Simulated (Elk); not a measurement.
# MnPt: a ladder in the k mesh, part 2 of 2

Two starts of MnPt are run at each rung of the k mesh. Which rung is enough?

Elk 11.2.3 (patched build); PBEsol; all-electron APW+lo, Dirac cores, scalar-relativistic bands.

So far, largest spin moment in the muffin-tin sphere (μB): step 2 (rung 1 (mesh 4×4×2), start ferro +) 3.58; step 3 (rung 1 (mesh 2×4×2), start antiferro q=(1/2,1/2,0) +-) 3.77; step 4 (rung 2 (mesh 4×4×4), start ferro +) 3.64; step 5 (rung 2 (mesh 2×4×4), start antiferro q=(1/2,1/2,0) +-) 3.70; step 6 (rung 3 (mesh 6×6×6), start ferro +) 3.65.

### Step 7. Rung 3 (mesh 3×6×6), start antiferro q=(1/2,1/2,0) +-

elk.in

```
tasks
  0

xctype
  22

rgkmax
  7.0

nempty
  12

swidth
  0.005

reducebf
  0.5

epsengy
  1e-05

maxscl
  100

lmaxi
  3

spinpol
  .true.

sppath
  './'

avec
  10.69584986538 0.00000000000 0.00000000000
  5.34792493269 5.34792493269 0.00000000000
  0.00000000000 0.00000000000 6.91639761613

atoms
  2
  'Mn.in'
  2
  0.0000000000 0.0000000000 0.0000000000   0.000000 0.000000 -0.105000
  0.5000000000 0.0000000000 0.0000000000   0.000000 0.000000 0.105000
  'Pt.in'
  2
  0.0000000000 0.5000000000 0.5000000000   0.000000 0.000000 0.000000
  0.5000000000 0.5000000000 0.5000000000   0.000000 0.000000 0.000000

ngridk
  3 6 6
```

Started as:

```console
$ OMP_NUM_THREADS=4 elk
```

Numbers of over 12 decimals in the logs are rounded to 6 here.

The log of the run:

```text
Warning(gndstate): core states of species 2 leak from the muffin-tin :   0.3506164164E-03

--- INFO.OUT ---
┌─────────────────────────┐
│ Elk code version 11.2.3 │
└─────────────────────────┘

All units are atomic (Hartree, Bohr, etc.)

┌─────────────────────────────────────────────────┐
│ Ground-state run starting from atomic densities │
└─────────────────────────────────────────────────┘

Lattice vectors :
   10.69584987       0.000000000       0.000000000
   5.347924933       5.347924933       0.000000000
[...]
error                       :   0.2699207827E-02

Moments :
 interstitial                :  -0.5203705861E-17
 muffin-tins
  species : 1 (Mn)
   atom 1                    :    3.691498730
   atom 2                    :   -3.691498730
  species : 2 (Pt)
   atom 1                    :  -0.2946239074E-18
   atom 2                    :  -0.2946239074E-18
 total in muffin-tins        :   0.8875891719E-15
 total moment                :   0.8823854660E-15

┌──────────────────────────────┐
│ Self-consistent loop stopped │
└──────────────────────────────┘

Warning : core states of species 2 leak from the muffin-tin :   0.3506164164E-03

Wrote STATE.OUT

[key lines of the parts left out:]
total energy                :     -39198.286818270
```

Wall time 3.2 min (4 threads of Arm Neoverse V2, shared host); peak memory 0.67 GiB; 12 min of CPU time.

Numbers from this step:

```yaml
magnetization: 0 μB
final_state: antiferromagnetic
largest_moment: 3.692 μB
```

This start lies -325.0 meV a seeded atom from the first, a change of +1.2 meV since rung 2; its largest moment is 3.69 μB.

### Step 8. Rung 4 (mesh 8×8×8), start ferro +

elk.in

```
tasks
  0

xctype
  22

rgkmax
  7.0

nempty
  12

swidth
  0.005

reducebf
  0.5

epsengy
  1e-05

maxscl
  100

lmaxi
  3

spinpol
  .true.

sppath
  './'

avec
  5.34792493269 0.00000000000 0.00000000000
  0.00000000000 5.34792493269 0.00000000000
  0.00000000000 0.00000000000 6.91639761613

atoms
  2
  'Mn.in'
  1
  0.0000000000 0.0000000000 0.0000000000   0.000000 0.000000 -0.105000
  'Pt.in'
  1
  0.5000000000 0.5000000000 0.5000000000   0.000000 0.000000 0.000000

ngridk
  8 8 8
```

Started as:

```console
$ OMP_NUM_THREADS=4 elk
```

The log of the run:

```text
Warning(gndstate): core states of species 2 leak from the muffin-tin :   0.3505557490E-03

--- INFO.OUT ---
┌─────────────────────────┐
│ Elk code version 11.2.3 │
└─────────────────────────┘

All units are atomic (Hartree, Bohr, etc.)

┌─────────────────────────────────────────────────┐
│ Ground-state run starting from atomic densities │
└─────────────────────────────────────────────────┘

Lattice vectors :
   5.347924933       0.000000000       0.000000000
   0.000000000       5.347924933       0.000000000
[...]
total calculated charge     :    103.0005195
 total charge                :    103.0000000
 error                       :   0.5195237006E-03

Moments :
 interstitial                :   0.8932033896E-01
 muffin-tins
  species : 1 (Mn)
   atom 1                    :    3.673058171
  species : 2 (Pt)
   atom 1                    :   0.3381047866
 total in muffin-tins        :    4.011162958
 total moment                :    4.100483297

┌──────────────────────────────┐
│ Self-consistent loop stopped │
└──────────────────────────────┘

Warning : core states of species 2 leak from the muffin-tin :   0.3505557490E-03

Wrote STATE.OUT

[key lines of the parts left out:]
total energy                :     -19599.131845578
```

Run time: 1.9 min. Hardware: 4 threads; peak memory 0.46 GiB; 7.3 min of CPU time.

Numbers from this step:

```yaml
magnetization: 4.100 μB
final_state: ferromagnetic
largest_moment: 3.673 μB
```

The largest moment moves by +0.02 μB from rung 3, at 1.8 times its CPU time.

### Step 9. Rung 4 (mesh 4×8×8), start antiferro q=(1/2,1/2,0) +-

elk.in

```
tasks
  0

xctype
  22

rgkmax
  7.0

nempty
  12

swidth
  0.005

reducebf
  0.5

epsengy
  1e-05

maxscl
  100

lmaxi
  3

spinpol
  .true.

sppath
  './'

avec
  10.69584986538 0.00000000000 0.00000000000
  5.34792493269 5.34792493269 0.00000000000
  0.00000000000 0.00000000000 6.91639761613

atoms
  2
  'Mn.in'
  2
  0.0000000000 0.0000000000 0.0000000000   0.000000 0.000000 -0.105000
  0.5000000000 0.0000000000 0.0000000000   0.000000 0.000000 0.105000
  'Pt.in'
  2
  0.0000000000 0.5000000000 0.5000000000   0.000000 0.000000 0.000000
  0.5000000000 0.5000000000 0.5000000000   0.000000 0.000000 0.000000

ngridk
  4 8 8
```

Started as:

```console
$ OMP_NUM_THREADS=4 elk
```

The log of the run:

```text
Warning(gndstate): core states of species 2 leak from the muffin-tin :   0.3507418919E-03

--- INFO.OUT ---
┌─────────────────────────┐
│ Elk code version 11.2.3 │
└─────────────────────────┘

All units are atomic (Hartree, Bohr, etc.)

┌─────────────────────────────────────────────────┐
│ Ground-state run starting from atomic densities │
└─────────────────────────────────────────────────┘

Lattice vectors :
   10.69584987       0.000000000       0.000000000
   5.347924933       5.347924933       0.000000000
[...]
error                       :   0.2662066653E-02

Moments :
 interstitial                :  -0.3718654510E-17
 muffin-tins
  species : 1 (Mn)
   atom 1                    :    3.692859559
   atom 2                    :   -3.692859559
  species : 2 (Pt)
   atom 1                    :  -0.3844342705E-18
   atom 2                    :  -0.3844342705E-18
 total in muffin-tins        :   0.8874095512E-15
 total moment                :   0.8836908966E-15

┌──────────────────────────────┐
│ Self-consistent loop stopped │
└──────────────────────────────┘

Warning : core states of species 2 leak from the muffin-tin :   0.3507418919E-03

Wrote STATE.OUT

[key lines of the parts left out:]
total energy                :     -39198.287175113
```

It took 6.2 min on 4 threads; peak memory 0.69 GiB.

Numbers from this step:

* magnetization: 0 μB
* final state: antiferromagnetic
* largest moment: 3.693 μB

This start lies -319.5 meV a seeded atom from the first, a change of +5.5 meV since rung 3; its largest moment is 3.69 μB.

### Step 10. Rung 5 (mesh 12×12×12), start ferro +

elk.in

```
tasks
  0

xctype
  22

rgkmax
  7.0

nempty
  12

swidth
  0.005

reducebf
  0.5

epsengy
  1e-05

maxscl
  100

lmaxi
  3

spinpol
  .true.

sppath
  './'

avec
  5.34792493269 0.00000000000 0.00000000000
  0.00000000000 5.34792493269 0.00000000000
  0.00000000000 0.00000000000 6.91639761613

atoms
  2
  'Mn.in'
  1
  0.0000000000 0.0000000000 0.0000000000   0.000000 0.000000 -0.105000
  'Pt.in'
  1
  0.5000000000 0.5000000000 0.5000000000   0.000000 0.000000 0.000000

ngridk
  12 12 12
```

Started as:

```console
$ OMP_NUM_THREADS=4 elk
```

The log of the run:

```text
Warning(gndstate): core states of species 2 leak from the muffin-tin :   0.3506274606E-03

--- INFO.OUT ---
┌─────────────────────────┐
│ Elk code version 11.2.3 │
└─────────────────────────┘

All units are atomic (Hartree, Bohr, etc.)

┌─────────────────────────────────────────────────┐
│ Ground-state run starting from atomic densities │
└─────────────────────────────────────────────────┘

Lattice vectors :
   5.347924933       0.000000000       0.000000000
   0.000000000       5.347924933       0.000000000
[...]
total calculated charge     :    103.0005036
 total charge                :    103.0000000
 error                       :   0.5036097665E-03

Moments :
 interstitial                :   0.8925039311E-01
 muffin-tins
  species : 1 (Mn)
   atom 1                    :    3.680010956
  species : 2 (Pt)
   atom 1                    :   0.3318247725
 total in muffin-tins        :    4.011835728
 total moment                :    4.101086121

┌──────────────────────────────┐
│ Self-consistent loop stopped │
└──────────────────────────────┘

Warning : core states of species 2 leak from the muffin-tin :   0.3506274606E-03

Wrote STATE.OUT

[key lines of the parts left out:]
total energy                :     -19599.131539467
```

Elapsed: 5.1 min, on 4 threads; peak memory 0.49 GiB.

Read from the output:

* magnetization: 4.101 μB
* final state: ferromagnetic
* largest moment: 3.680 μB

The largest moment moves by +0.01 μB from rung 4, at 2.7 times its CPU time.

### Step 11. Rung 5 (mesh 6×12×12), start antiferro q=(1/2,1/2,0) +-

elk.in

```
tasks
  0

xctype
  22

rgkmax
  7.0

nempty
  12

swidth
  0.005

reducebf
  0.5

epsengy
  1e-05

maxscl
  100

lmaxi
  3

spinpol
  .true.

sppath
  './'

avec
  10.69584986538 0.00000000000 0.00000000000
  5.34792493269 5.34792493269 0.00000000000
  0.00000000000 0.00000000000 6.91639761613

atoms
  2
  'Mn.in'
  2
  0.0000000000 0.0000000000 0.0000000000   0.000000 0.000000 -0.105000
  0.5000000000 0.0000000000 0.0000000000   0.000000 0.000000 0.105000
  'Pt.in'
  2
  0.0000000000 0.5000000000 0.5000000000   0.000000 0.000000 0.000000
  0.5000000000 0.5000000000 0.5000000000   0.000000 0.000000 0.000000

ngridk
  6 12 12
```

Started as:

```console
$ OMP_NUM_THREADS=4 elk
```

The log of the run:

```text
Warning(gndstate): core states of species 2 leak from the muffin-tin :   0.3507629915E-03

--- INFO.OUT ---
┌─────────────────────────┐
│ Elk code version 11.2.3 │
└─────────────────────────┘

All units are atomic (Hartree, Bohr, etc.)

┌─────────────────────────────────────────────────┐
│ Ground-state run starting from atomic densities │
└─────────────────────────────────────────────────┘

Lattice vectors :
   10.69584987       0.000000000       0.000000000
   5.347924933       5.347924933       0.000000000
[...]
error                       :   0.2511330632E-02

Moments :
 interstitial                :  -0.3703841277E-17
 muffin-tins
  species : 1 (Mn)
   atom 1                    :    3.693757676
   atom 2                    :   -3.693757676
  species : 2 (Pt)
   atom 1                    :  -0.5519924645E-18
   atom 2                    :  -0.5519924645E-18
 total in muffin-tins        :   0.4429852249E-15
 total moment                :   0.4392813836E-15

┌──────────────────────────────┐
│ Self-consistent loop stopped │
└──────────────────────────────┘

Warning : core states of species 2 leak from the muffin-tin :   0.3507629915E-03

Wrote STATE.OUT

[key lines of the parts left out:]
total energy                :     -39198.287247260
```

Elapsed: 14 min, on 4 threads; peak memory 0.75 GiB; 57 min of CPU time.

Read from the output:

```
magnetization  : 0 μB
final state    : antiferromagnetic
largest moment : 3.694 μB
```

This start lies -328.8 meV a seeded atom from the first, a change of -9.3 meV since rung 4; its largest moment is 3.69 μB.

### Step 12. Side by side

Ladder, by row:

```csv
rung,mesh,state from the first start,state from the second start,second less first (meV a seeded atom),"moment, first (μB)","moment, second (μB)",CPU time (s)
1,4x4x2,ferromagnetic,antiferromagnetic,-247.9,3.58,3.77,330.3
2,4x4x4,ferromagnetic,antiferromagnetic,-326.3,3.643,3.705,485.3
3,6x6x6,ferromagnetic,antiferromagnetic,-325,3.653,3.692,990.3
4,8x8x8,ferromagnetic,antiferromagnetic,-319.5,3.673,3.693,1834
5,12x12x12,ferromagnetic,antiferromagnetic,-328.8,3.68,3.694,4559
```

### Step 13. What came out

| Quantity | Value |
| --- | --- |
| range of the moment in the table, second start | 3.69 to 3.77 μB |
| range of CPU time | 5.5 min to 76 min |
| range of the energy difference | -329 to -248 meV a seeded atom |
| first rung from which all stay within 16 meV of the last | 2 |

From rung 2 on the result stays within 9.3 meV of the last rung, inside the margin of 16 meV set for it, at 11 % of the last rung's cost. The second start ends lower on every rung of the table; whether functional and cell give the true order is another question.

[Logs and program files are shortened in this print: banners, set-up blocks, solver, clock and traceback lines can be left out without a mark of their own.]

[Logs are printed without paths, hosts, clocks, repeated set-up lines and the standing remarks that a program may print on its own settings, such as how far it seeks lower states.]

[Hosts, paths, dates, database ids (printed as entryN), source tags and the programs' standing remarks are cut or masked in the printed files.]

[Where a cell is said to come from a database of computed structures, the database is the Materials Project.]
